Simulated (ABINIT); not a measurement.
# RbGeH3 (Pm-3m): from the cell to the phonon bands, part 5 of 6

How does RbGeH3 (Pm-3m) vibrate, and is this structure a minimum?

ABINIT 10.8.3; DFT PBE, scalar-relativistic, plane waves, PseudoDojo norm-conserving pseudopotentials.

So far. Step 7 (Zone-centre response): The acoustic modes at Γ come out as far as 7.7 cm⁻¹ from zero, where they should vanish, a small numerical error. The lowest optical mode is imaginary, 1638i cm⁻¹, an instability at this level and on this k mesh. Step 8 (Zone-centre analysis): The rule moves no optical mode by more than 0.3 cm⁻¹. The relaxed cell has a = 4.158 Å (conventional setting).

The structure was built from a prototype and need not be the compound's stable phase.

## (11) Zone-centre response

The zone centre is solved again, so that all wavevectors share one k mesh.

File dfpt_gamma.abi:

```

# common to the responses
getwfk_filepath "gso_WFK"
kptopt 2
nqpt 1
qpt 0.0 0.0 0.0
asr 0
chneut 0

# displacements
rfphon 1
rfatpol 1 5
rfdir 1 1 1
tolvrs 1.0d-10
prtwf 0

# basis, mesh and filling
ecut 35.0
ngkpt 4 4 4
nshiftk 1
shiftk 0.0 0.0 0.0
istwfk *1
occopt 6
tsmear 0.01
nband 20
nstep 100
diemac 1000000.0
prtebands 0
prtgsr 0
useylm 1

# cell and atoms
acell 7.857856699 7.857856699 7.857856699
rprim 
    1.0 0.0 0.0
    0.0 1.0 0.0
    0.0 0.0 1.0
ntypat 3
znucl 37 32 1
natom 5
typat 1 2 3 3 3
xred 
    0.0 0.0 0.0
    0.5 0.5 0.5
    0.5 0.5 0.0
    0.5 0.0 0.5
    0.0 0.5 0.5
pp_dirpath "./pseudo"
pseudos "Rb.upf, Ge.upf, H.upf"
```

Run with:

```
$ OMP_NUM_THREADS=1 mpirun -n 4 abinit dfpt_gamma.abi > dfpt_gamma.log
```

Numbers of over 12 decimals in the logs are rounded to 6 here.

dfpt_gamma.abo, the main output file:

```text
[banners, grids, parts of the stress and lines that vanish by symmetry left out]
- input  file    -> dfpt_gamma.abi
- output file    -> dfpt_gamma.abo
- root for input  files -> dfpt_gammai
- root for output files -> dfpt_gammao

 Symmetries : space group Pm -3 m (#221); Bravais cP (primitive cubic)
================================================================================
 Values of the parameters that define the memory need of the present run (RF).
     intxc =       0      iscf =       7    lmnmax =      25     lnmax =       7
     mgfft =      45  mpssoang =       4    mqgrid =    3001     natom =       5
  nloc_mem =       1    nspden =       1   nspinor =       1    nsppol =       1
      nsym =      48    n1xccc =    2501    ntypat =       3    occopt =       6
   xclevel =       2
-    mband =          20        mffmem =           1         mkmem =           9
-   mkqmem =           9        mk1mem =           9           mpw =        4828
      nfft =       91125          nkpt =          36
- my_mband =          20
================================================================================
================================================================================

--------------------------------------------------------------------------------
------------- Echo of variables that govern the present computation ------------
--------------------------------------------------------------------------------
-
- outvars: echo of selected default values
-   iomode0 =  0 , fftalg0 =312 , wfoptalg0 =  0
-
- outvars: echo of global parameters not present in the input file
-  max_nthreads =    1
-
 -outvars: echo values of preprocessed input variables
 [... echo left out ...]
================================================================================

 chkinp: Checking input parameters for consistency.

[...]
== DATASET  1 ==================================================================
-   mpi_nproc: 4, omp_nthreads: 1 (-1 if OMP is not activated)

--- !DatasetInfo
iteration_state: {dtset: 1, }
dimensions: {natom: 5, nkpt: 36, mband: 20, nsppol: 1, nspinor: 1, nspden: 1, mpw: 4828, }
cutoff_energies: {ecut:  35.0, pawecutdg:  -1.0, }
electrons: {nelect:   2.60000000E+01, charge:   0.00000000E+00, occopt:   6.00000000E+00, tsmear:   1.00000000E-02, }
meta: {optdriver: 1, rfphon: 1, }
...

 mkfilename: getwfk from: gso_WFK

 Real(R)+Recip(G) space primitive vectors, cartesian coordinates (Bohr,Bohr^-1):
 R(1)=  7.8578567  0.0000000  0.0000000  G(1)=  0.1272612  0.0000000  0.0000000
 R(2)=  0.0000000  7.8578567  0.0000000  G(2)=  0.0000000  0.1272612  0.0000000
 R(3)=  0.0000000  0.0000000  7.8578567  G(3)=  0.0000000  0.0000000  0.1272612
 Unit cell volume ucvol=  4.8519053E+02 bohr^3
 Angles (23,13,12)=  9.00000000E+01  9.00000000E+01  9.00000000E+01 degrees
 setup1 : take into account q-point for computing boxcut.

 getcut: wavevector=  0.0000  0.0000  0.0000  ngfft=  45  45  45
         ecut(hartree)=     35.000   => boxcut(ratio)=   2.10256

--- Pseudopotential description ------------------------------------------------
- pspini: atom type   1  psp file is ./pseudo/Rb.upf

- pspini: atom type   2  psp file is ./pseudo/Ge.upf

- pspini: atom type   3  psp file is ./pseudo/H.upf

   1.71345497E+03                                ecore*ucvol(ha*bohr**3)
--------------------------------------------------------------------------------

 ==>  initialize data related to q vector <==

 The list of irreducible perturbations for this q vector is:
    1)    idir= 1    ipert=   1
    2)    idir= 1    ipert=   2
    3)    idir= 1    ipert=   3
    4)    idir= 3    ipert=   3

[...]
The perturbation idir=   2  ipert=   1 is
 symmetric of a previously calculated perturbation.
 So, its SCF calculation is not needed.

 The perturbation idir=   3  ipert=   1 is
 symmetric of a previously calculated perturbation.
 So, its SCF calculation is not needed.

 The perturbation idir=   2  ipert=   2 is
 symmetric of a previously calculated perturbation.
 So, its SCF calculation is not needed.

 The perturbation idir=   3  ipert=   2 is
 symmetric of a previously calculated perturbation.
 So, its SCF calculation is not needed.

[...]
The perturbation idir=   2  ipert=   5 is
 symmetric of a previously calculated perturbation.
 So, its SCF calculation is not needed.

 The perturbation idir=   3  ipert=   5 is
 symmetric of a previously calculated perturbation.
 So, its SCF calculation is not needed.

--------------------------------------------------------------------------------
 Perturbation wavevector (in red.coord.)   0.000000  0.000000  0.000000
 Perturbation : displacement of atom   1   along direction   1
 Found     8 symmetries that leave the perturbation invariant.

[...]
dfpt_looppert : total number of electrons, from k and k+q
  fully or partially occupied states are    2.600000E+01 and    2.600000E+01.
 Initialisation of the first-order wave-functions :
  ireadwf=   0

--- !BeginCycle
iteration_state: {dtset: 1, }
solver: {iscf: 7, nstep: 100, nline: 4, wfoptalg: 0, }
tolerances: {tolvrs: 1.00E-10, }
...

     iter   2DEtotal(Ha)        deltaE(Ha) residm    vres2
-ETOT  1   1.930484     -1.127E+03 3.729E+00 2.812E+02
 ETOT  2   1.169703     -7.608E-01 1.308E-01 1.065E+02
 ETOT  3   1.125842     -4.386E-02 1.335E-03 1.073E+01
 ETOT  4   1.124444     -1.398E-03 5.510E-04 8.299E-01
 ETOT  5   1.123943     -5.011E-04 2.939E-04 1.821E-01
[...]
At SCF step   10       vres2   =  1.38E-11 < tolvrs=  1.00E-10 =>converged.
[...]
Mean square residual over all n,k,spin=   39.728E-09; max=  10.544E-06

 Thirteen components of 2nd-order total energy (hartree) are
 1,2,3: 0th-order hamiltonian combined with 1st-order wavefunctions
     kin0=   8.22518581E+02 eigvalue=   1.22039219E+02  local=  -4.14363019E+02
 4,5,6: 1st-order hamiltonian combined with 1st and 0th-order wfs
 loc psp =  -8.86335087E+02  Hartree=   3.14502373E+02     xc=  -9.28314608E+01
 note that "loc psp" includes a xc core correction that could be resolved
 7,8,9: eventually, occupation + non-local contributions
    edocc=   7.99617849E+01     enl0=   2.95616052E+02   enl1=  -1.36855198E+03
 1-9 gives the relaxation energy (to be shifted if some occ is /=2.0)
   erelax=  -1.12744353E+03
 10,11,12 Non-relaxation  contributions : frozen-wavefunctions and Ewald
 fr.local=   3.83779147E+02 fr.nonlo=   6.85746299E+02  Ewald=   8.15597593E+01
 13,14 Frozen wf xc core corrections (1) and (2)
 frxc 1  =  -1.66906135E+02  frxc 2 =   1.44388366E+02
 Resulting in :
 2DEtotal=    0.1123905381E+01 Ha. Also 2DEtotal=    0.305830234232E+02 eV
    (2DErelax=   -1.1274435311E+03 Ha. 2DEnonrelax=    1.1285674365E+03 Ha)
    (  non-var. 2DEtotal :    1.1239054868E+00 Ha)

[...]
Perturbation wavevector (in red.coord.)   0.000000  0.000000  0.000000
 Perturbation : displacement of atom   2   along direction   1
 Found     8 symmetries that leave the perturbation invariant.

[...]
dfpt_looppert : total number of electrons, from k and k+q
  fully or partially occupied states are    2.600000E+01 and    2.600000E+01.
 Initialisation of the first-order wave-functions :
  ireadwf=   0

--- !BeginCycle
iteration_state: {dtset: 1, }
solver: {iscf: 7, nstep: 100, nline: 4, wfoptalg: 0, }
tolerances: {tolvrs: 1.00E-10, }
...

     iter   2DEtotal(Ha)        deltaE(Ha) residm    vres2
-ETOT  1   6.504048     -4.491E+04 2.628E+01 6.905E+02
[...]
At SCF step   11       vres2   =  5.69E-12 < tolvrs=  1.00E-10 =>converged.
[...]
Mean square residual over all n,k,spin=   11.785E-09; max=  20.738E-07

 Thirteen components of 2nd-order total energy (hartree) are
 1,2,3: 0th-order hamiltonian combined with 1st-order wavefunctions
     kin0=   4.97091253E+04 eigvalue=   4.35428041E+03  local=  -1.51707234E+04
 4,5,6: 1st-order hamiltonian combined with 1st and 0th-order wfs
 loc psp =  -7.50785502E+03  Hartree=   3.19036481E+03     xc=  -7.57309721E+02
 note that "loc psp" includes a xc core correction that could be resolved
 7,8,9: eventually, occupation + non-local contributions
    edocc=   2.02769290E+01     enl0=   3.56979572E+03   enl1=  -8.23237651E+04
 1-9 gives the relaxation energy (to be shifted if some occ is /=2.0)
   erelax=  -4.49158100E+04
 10,11,12 Non-relaxation  contributions : frozen-wavefunctions and Ewald
 fr.local=   3.66107906E+03 fr.nonlo=   4.11243222E+04  Ewald=   8.95558142E+01
 13,14 Frozen wf xc core corrections (1) and (2)
 frxc 1  =  -8.76812616E+02  frxc 2 =   9.14905470E+02
 Resulting in :
 2DEtotal=   -0.2760092449E+01 Ha. Also 2DEtotal=   -0.751059416947E+02 eV
    (2DErelax=   -4.4915810048E+04 Ha. 2DEnonrelax=    4.4913049955E+04 Ha)
    (  non-var. 2DEtotal :   -2.7600940569E+00 Ha)

[...]
Perturbation wavevector (in red.coord.)   0.000000  0.000000  0.000000
 Perturbation : displacement of atom   3   along direction   1
 Found     4 symmetries that leave the perturbation invariant.

[...]
dfpt_looppert : total number of electrons, from k and k+q
  fully or partially occupied states are    2.600000E+01 and    2.600000E+01.
 Initialisation of the first-order wave-functions :
  ireadwf=   0

--- !BeginCycle
iteration_state: {dtset: 1, }
solver: {iscf: 7, nstep: 100, nline: 4, wfoptalg: 0, }
tolerances: {tolvrs: 1.00E-10, }
...

     iter   2DEtotal(Ha)        deltaE(Ha) residm    vres2
-ETOT  1   1.023811     -6.063E+01 6.159E-01 8.229E+02
[...]
At SCF step   11       vres2   =  4.01E-12 < tolvrs=  1.00E-10 =>converged.
[...]
Mean square residual over all n,k,spin=   31.823E-09; max=  15.346E-06

 Thirteen components of 2nd-order total energy (hartree) are
 1,2,3: 0th-order hamiltonian combined with 1st-order wavefunctions
     kin0=   6.61531708E+01 eigvalue=   7.99695049E-01  local=  -1.47750887E+01
 4,5,6: 1st-order hamiltonian combined with 1st and 0th-order wfs
 loc psp =  -8.70744059E+01  Hartree=   1.43368290E+01     xc=  -9.95203179E+00
 note that "loc psp" includes a xc core correction that could be resolved
 7,8,9: eventually, occupation + non-local contributions
    edocc=   5.00631645E+00     enl0=  -7.92775778E-01   enl1=  -3.44778243E+01
 1-9 gives the relaxation energy (to be shifted if some occ is /=2.0)
   erelax=  -6.07761151E+01
 10,11,12 Non-relaxation  contributions : frozen-wavefunctions and Ewald
 fr.local=   5.33045345E+01 fr.nonlo=   1.74088327E+01  Ewald=  -9.05890855E+00
 13,14 Frozen wf xc core corrections (1) and (2)
 frxc 1  =   0.00000000E+00  frxc 2 =   0.00000000E+00
 Resulting in :
 2DEtotal=    0.8783435805E+00 Ha. Also 2DEtotal=    0.239009464269E+02 eV
    (2DErelax=   -6.0776115086E+01 Ha. 2DEnonrelax=    6.1654458667E+01 Ha)
    (  non-var. 2DEtotal :    8.7834358488E-01 Ha)

[...]
Perturbation wavevector (in red.coord.)   0.000000  0.000000  0.000000
 Perturbation : displacement of atom   3   along direction   3
 Found     8 symmetries that leave the perturbation invariant.

--------------------------------------------------------------------------------

--------------------------------------------------------------------------------

 dfpt_looppert : total number of electrons, from k and k+q
  fully or partially occupied states are    2.600000E+01 and    2.600000E+01.
 Initialisation of the first-order wave-functions :
  ireadwf=   0

--- !BeginCycle
iteration_state: {dtset: 1, }
solver: {iscf: 7, nstep: 100, nline: 4, wfoptalg: 0, }
tolerances: {tolvrs: 1.00E-10, }
...

     iter   2DEtotal(Ha)        deltaE(Ha) residm    vres2
-ETOT  1  -7.676228     -7.017E+01 8.365E-01 8.826E+02
[...]
ETOT 10  -8.114118     -2.174E-12 5.445E-07 1.598E-10
 ETOT 11  -8.114118      9.237E-13 2.009E-06 1.647E-12

 At SCF step   11       vres2   =  1.65E-12 < tolvrs=  1.00E-10 =>converged.
[...]
Mean square residual over all n,k,spin=   62.259E-10; max=  20.089E-07

 Thirteen components of 2nd-order total energy (hartree) are
 1,2,3: 0th-order hamiltonian combined with 1st-order wavefunctions
     kin0=   6.61221726E+01 eigvalue=   9.85871493E-01  local=  -1.54220997E+01
 4,5,6: 1st-order hamiltonian combined with 1st and 0th-order wfs
 loc psp =  -1.03454856E+02  Hartree=   2.18122004E+01     xc=  -1.58293803E+01
 note that "loc psp" includes a xc core correction that could be resolved
 7,8,9: eventually, occupation + non-local contributions
    edocc=   1.39942522E+01     enl0=  -1.05983523E+00   enl1=  -3.77515076E+01
 1-9 gives the relaxation energy (to be shifted if some occ is /=2.0)
   erelax=  -7.06031815E+01
 10,11,12 Non-relaxation  contributions : frozen-wavefunctions and Ewald
 fr.local=  -1.19367607E+01 fr.nonlo=   1.63277334E+01  Ewald=   5.80980913E+01
 13,14 Frozen wf xc core corrections (1) and (2)
 frxc 1  =   0.00000000E+00  frxc 2 =   0.00000000E+00
 Resulting in :
 2DEtotal=   -0.8114117568E+01 Ha. Also 2DEtotal=   -0.220796387188E+03 eV
    (2DErelax=   -7.0603181544E+01 Ha. 2DEnonrelax=    6.2489063976E+01 Ha)
    (  non-var. 2DEtotal :   -8.1141175728E+00 Ha)

[...]
---- first-order wavefunction calculations are completed ----

 ==> Compute Derivative Database <==

 [... matrices left out ...]
  Phonon wavevector (reduced coordinates) :  0.00000  0.00000  0.00000
 Phonon energies in Hartree :
  -8.522362E-03 -8.522362E-03 -8.522362E-03 -6.272610E-06 -6.272610E-06
  -6.272609E-06  4.875039E-04  4.875039E-04  4.875039E-04  2.547441E-03
   2.547441E-03  2.547441E-03  3.105674E-03  3.105674E-03  3.105674E-03
 Phonon frequencies in cm-1    :
- -1.870442E+03 -1.870442E+03 -1.870442E+03 -1.376679E+00 -1.376679E+00
- -1.376679E+00  1.069947E+02  1.069947E+02  1.069947E+02  5.590988E+02
-  5.590988E+02  5.590988E+02  6.816166E+02  6.816166E+02  6.816166E+02

== END DATASET(S) ==============================================================
================================================================================

 -outvars: echo values of variables after computation
            acell      7.8578566990E+00  7.8578566990E+00  7.8578566990E+00 Bohr
           etotal     -8.1141175680E+00
            fcart      0.0000000000E+00  0.0000000000E+00  0.0000000000E+00
           strten      0.0000000000E+00  0.0000000000E+00  0.0000000000E+00
================================================================================
```

It took 2.6 min on 4 MPI ranks of Arm Neoverse N1, shared host.

Read from the output:

```
largest acoustic frequency at the zone centre before the sum rule : -1.38 cm⁻¹
highest optical zone-centre mode (no LO-TO term)                  : 681.6 cm⁻¹
lowest optical zone-centre mode                                   : -1870 cm⁻¹
```

The acoustic modes at Γ come out as far as 1.4 cm⁻¹ from zero, where they should vanish, a small numerical error. The lowest optical mode is imaginary, 1870i cm⁻¹, an instability at this level and on this k mesh.

(Continued in part 6 of 6.)

[Host names and launcher messages were left out of these logs when they were recorded.]

[Logs are printed without paths, hosts, clocks, repeated set-up lines and the standing remarks that a program may print on its own settings, such as how far it seeks lower states.]

[Hosts, paths, dates, database ids (printed as entryN), source tags and the programs' standing remarks are cut or masked in the printed files.]
